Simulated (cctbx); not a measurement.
## Na2CuAuI6 across an absorption edge

Space group Fm-3m (no. 225), a = 11.5810 Å, b = 11.5810 Å, c = 11.5810 Å, α = 90.00°, β = 90.00°, γ = 90.00°.

```csv
atom,mult.,x,y,z,Ueq (Å²)
Au1,4,0,0,0,0.0126
I1,24,0,0,0.7355,0.0111
Cu1,4,1/2,0,0,0.0174
Na1,8,1/4,3/4,3/4,0.0170
```

The model was made for the exercise: a known structure type with other elements put in, its volume estimated, not relaxed; displacement parameters are assumed.

Calculated with cctbx: free-atom f′ and f″ from the Sasaki tables, no fine structure; amplitudes in electrons.

```csv
E (eV),F 4 2 2,F 4 4 4,F 2 4 4,F 0 0 4
8379,50.7,1073.8,486.9,1411.8
8729,45.8,1070.4,483.2,1408.5
8859,42.6,1067.6,480.2,1405.5
8919,39.9,1065.0,477.5,1402.7
8949,37.4,1062.4,474.8,1399.9
8964,35.0,1059.8,472.1,1397.1
8971,33.0,1057.5,469.8,1394.6
8975,30.9,1055.1,467.3,1392.0
8983,23.9,1055.9,468.1,1392.5
8987,26.9,1058.8,471.1,1395.7
8994,29.6,1061.3,473.7,1398.4
9009,32.4,1064.0,476.5,1401.4
9039,35.2,1066.6,479.2,1404.3
9129,38.6,1070.0,482.6,1408.1
9379,41.8,1073.0,485.8,1411.5
```

**Question.** Which edge is crossed, and why do the reflections move as they do?

The K edge of Cu. The edge is at 8979 eV. f′ of Cu falls from -4.0 e at 8859 eV to -7.5 e at 4 eV below it, and f″ steps from 0.48 to 3.90 e across it. Over that approach |F| changes by -27 % (4 2 2), -1 % (4 4 4), -3 % (2 4 4) and -1 % (0 0 4): a reflection falls where Cu scatters in phase with the total and rises where it scatters against it; it hardly moves where the Cu term is small or cancels by symmetry. Above the edge the larger f″ enters the imaginary part, where it can add to or cancel the other atoms' f″. The structure is centrosymmetric, so Friedel mates stay equal.

[Logs are printed without paths, hosts, clocks, repeated set-up lines and the standing remarks that a program may print on its own settings, such as how far it seeks lower states.]
